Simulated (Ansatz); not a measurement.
# FeAs2 (Lollingite): the LDA gap against the k mesh of the density

How far can the k mesh of the density be lowered for the gap of FeAs2 (Lollingite)?

Main program and level: Ansatz 0.2.0; DFT, LDA, plane waves, PAW.

Report form: the programs' logs are mostly left out.

## (1) The starting structure

The structure is orthorhombic, space group Pnnm (No. 58). The conventional cell has a = 5.301 Å, b = 5.986 Å, c = 2.882 Å, α = 90.00°, β = 90.00°, γ = 90.00°. Nearest to Fe lie 6 As at 2.36 to 2.39 Å. As has 3 Fe at 2.36 to 2.39 Å and 1 As at 2.49 Å nearest. Farther neighbours are not listed.

As a file:

```cif
data_structure
_symmetry_space_group_name_H-M 'Pnnm'
_symmetry_Int_Tables_number 58
_cell_length_a 5.3012
_cell_length_b 5.9858
_cell_length_c 2.8822
_cell_angle_alpha 90.000
_cell_angle_beta 90.000
_cell_angle_gamma 90.000
_cell_volume 91.46
loop_
_atom_site_label
_atom_site_type_symbol
_atom_site_symmetry_multiplicity
_atom_site_Wyckoff_symbol
_atom_site_fract_x
_atom_site_fract_y
_atom_site_fract_z
_atom_site_occupancy
Fe1 Fe 2 a 0.00000 0.00000 0.00000 1
As1 As 4 g 0.17630 0.36240 0.00000 1
```

The cell and positions come from the Crystallography Open Database and are kept as given unless a step says otherwise. The default PAW set here is soft_2. Its files were made with PBE.

## (2) k mesh of the density: 2×2×2

Input file input.yaml:

```yaml
crystal:
  lattice:
    - [5.3012, 0.0, 0.0]
    - [0.0, 5.9858, 0.0]
    - [0.0, 0.0, 2.8822]
  atoms:
    - { symbol: Fe, position: [0.0, 0.0, 0.0] }
    - { symbol: Fe, position: [0.5, 0.5, 0.5] }
    - { symbol: As, position: [0.1763, 0.3624, 0.0] }
    - { symbol: As, position: [0.8237, 0.6376, 0.0] }
    - { symbol: As, position: [0.6763, 0.1376, 0.5] }
    - { symbol: As, position: [0.3237, 0.8624, 0.5] }
kpoints:
  mp_grid: { grid: [2, 2, 2] }
  band_path:
    path:
      - [0.0, 0.0, 0.0]
      - [0.5, 0.0, 0.0]
      - [0.5, 0.5, 0.0]
      - [0.0, 0.5, 0.0]
      - [0.0, 0.0, 0.5]
      - [0.5, 0.0, 0.5]
      - [0.5, 0.5, 0.5]
      - [0.0, 0.5, 0.5]
      - [0.0, 0.5, 0.2]
      - [0.0, 0.0, 0.3]
      - [0.0, 0.25, 0.25]
    npoints: 1
hamiltonian:
  xc: lda
scf:
  occupations: { method: fixed }
  n_extra_bands: 6
output:
  eigenvalues: true
  forces: true
  stress: true
  write_density: true
  write_potential: true
  elf: true
  volumetric_format: npy
```

Launch:

```bash
ansatz run input.yaml --threads 3 --pin off --max-ram 92160MiB --backend cuda --events-out ev --progress --plain --runs-dir out --devices 1 --max-vram 13GiB
```

The job ended after 7.2 s (1 × NVIDIA H100 80GB HBM3 (shared by 6 runs) with 3 threads of AMD EPYC 7R13 (Zen 3), shared host; peak memory 0.96 GiB).

This step gave:

| Property | Result |
| --- | --- |
| pressure | -10.04 GPa |
| gap | 0.2759 eV |
| valence top at | k = (0.000, 0.500, 0.200) |
| conduction bottom at | k = (0.000, 0.000, 0.300) |
| least direct gap | 0.4612 eV |

The gap is indirect, with the least direct gap 0.19 eV higher.

## (3) k mesh of the density: 2×2×4

Edit input.yaml of step 2 so:

```diff
@@ -13,3 +13,3 @@
 kpoints:
-  mp_grid: { grid: [2, 2, 2] }
+  mp_grid: { grid: [2, 2, 4] }
   band_path:
```

The job ended after 4.1 s (1 × NVIDIA H100 80GB HBM3 (shared by 6 runs) with 3 threads; peak memory 0.94 GiB).

This step gave:

```yaml
pressure: -9.011 GPa
gap: 0.2345 eV
valence_top_at: R
conduction_bottom_at: k = (0.000, 0.000, 0.300)
least_direct_gap: 0.4651 eV
```

The gap is 0.234 eV, −0.041 eV from the run before at this level.

## (4) k mesh of the density: 4×4×8 (the default)

input.yaml, the sections that differ from step 3:

```yaml
kpoints:
  mp_grid: { grid: [4, 4, 8] }
  band_path:
    path:
      - [[0.0, 0.0, 0.0], [0.5, 0.0, 0.0], [0.5, 0.5, 0.0], [0.0, 0.5, 0.0], [0.0, 0.0, 0.0], [0.0, 0.0, 0.5], [0.5, 0.0, 0.5], [0.5, 0.5, 0.5], [0.0, 0.5, 0.5], [0.0, 0.0, 0.5]]
      - [[0.5, 0.0, 0.0], [0.5, 0.0, 0.5]]
      - [[0.0, 0.5, 0.0], [0.0, 0.5, 0.5]]
      - [[0.5, 0.5, 0.0], [0.5, 0.5, 0.5]]
    npoints: 10
scf:
  occupations: { method: fermi_dirac, width: 0.02 }
  n_extra_bands: 6
# crystal, hamiltonian, output: as in step 3
```

The job ended after 14 s (1 × NVIDIA H100 80GB HBM3 (shared by 6 runs) with 3 threads; peak memory 0.98 GiB).

This step gave:

```
pressure             : -9.222 GPa
gap                  : 0.2385 eV
valence top at       : k = (0.000, 0.500, 0.200)
conduction bottom at : k = (0.000, 0.000, 0.300)
least direct gap     : 0.4331 eV
```

The gap is 0.238 eV, +0.004 eV from the run before at this level.

## (5) k mesh of the density: 6×6×12

input.yaml, the sections that differ from step 4:

```yaml
kpoints:
  mp_grid: { grid: [6, 6, 12] }
  band_path:
    path:
      - [0.0, 0.0, 0.0]
      - [0.5, 0.0, 0.0]
      - [0.5, 0.5, 0.0]
      - [0.0, 0.5, 0.0]
      - [0.0, 0.0, 0.5]
      - [0.5, 0.0, 0.5]
      - [0.5, 0.5, 0.5]
      - [0.0, 0.5, 0.5]
      - [0.0, 0.5, 0.2]
      - [0.0, 0.0, 0.3]
      - [0.0, 0.25, 0.25]
    npoints: 1
scf:
  occupations: { method: fixed }
  n_extra_bands: 6
# crystal, hamiltonian, output: as in step 4
```

It took 12 s on 1 × NVIDIA H100 80GB HBM3 (shared by 6 runs) with 3 threads; peak memory 1.1 GiB.

This step gave:

```
pressure             : -9.220 GPa
gap                  : 0.2356 eV
valence top at       : k = (0.000, -0.500, 0.167)
conduction bottom at : k = (0.000, 0.000, 0.300)
least direct gap     : 0.4323 eV
```

The gap is 0.236 eV, −0.003 eV from the run before at this level.

## (6) The series

Differences are against the last row; a negative gap means that bands overlap, and a run with a band path holds that path's time. Times are wall times on 1 × NVIDIA H100 80GB HBM3 (shared by 6 runs) with 3 threads of AMD EPYC 7R13 (Zen 3), shared host, good to a factor of about two.

| k mesh of the density | gap (eV) | direct gap (eV) | gap error (eV) | energy error (meV/atom) | irreducible k | time |
| --- | --- | --- | --- | --- | --- | --- |
| 2×2×2 | 0.276 | 0.461 | +0.040 | −191.0 | 8 | 7.2 s |
| 2×2×4 | 0.234 | 0.465 | −0.001 | +20.9 | 12 | 4.1 s |
| 4×4×8 | 0.238 | 0.433 | +0.003 | −0.1 | 45 | 14 s |
| 6×6×12 | 0.236 | 0.432 | +0.000 | +0.0 | 112 | 12 s |

## (7) Results

| Item | Value |
| --- | --- |
| 2×2×2 | 0.276 eV |
| 2×2×4 | 0.234 eV |
| 4×4×8 | 0.238 eV |
| 6×6×12 | 0.236 eV |

What this shows: The gap holds to 0.02 eV from 2×2×4 on. At 2×2×2 the gap is off by +0.040 eV and the energy by −191 meV/atom. The gap is read over the mesh and added points near the edges, so meshes differ mainly through the density and, for a hybrid, the exchange operator. The runs have no spin polarisation. For a closed low-spin shell that is the natural state; where a d or f shell is open it is a constraint, and the gap is then not the crystal's own.

[Paths, hosts, dates, memory and timing lines, banners, echoed tables and standing remarks are left out of the program output.]

[Logs are printed without paths, hosts, clocks, repeated set-up lines and the standing remarks that a program may print on its own settings, such as how far it seeks lower states.]

[Runs of the session that timed out or met a known fault of the program may be left out.]

[Cells called generated may have been cut or substituted from an entry of the Crystallography Open Database or the Materials Project.]

[Hosts, paths, dates, database ids (printed as entryN), source tags and the programs' standing remarks are cut or masked in the printed files.]
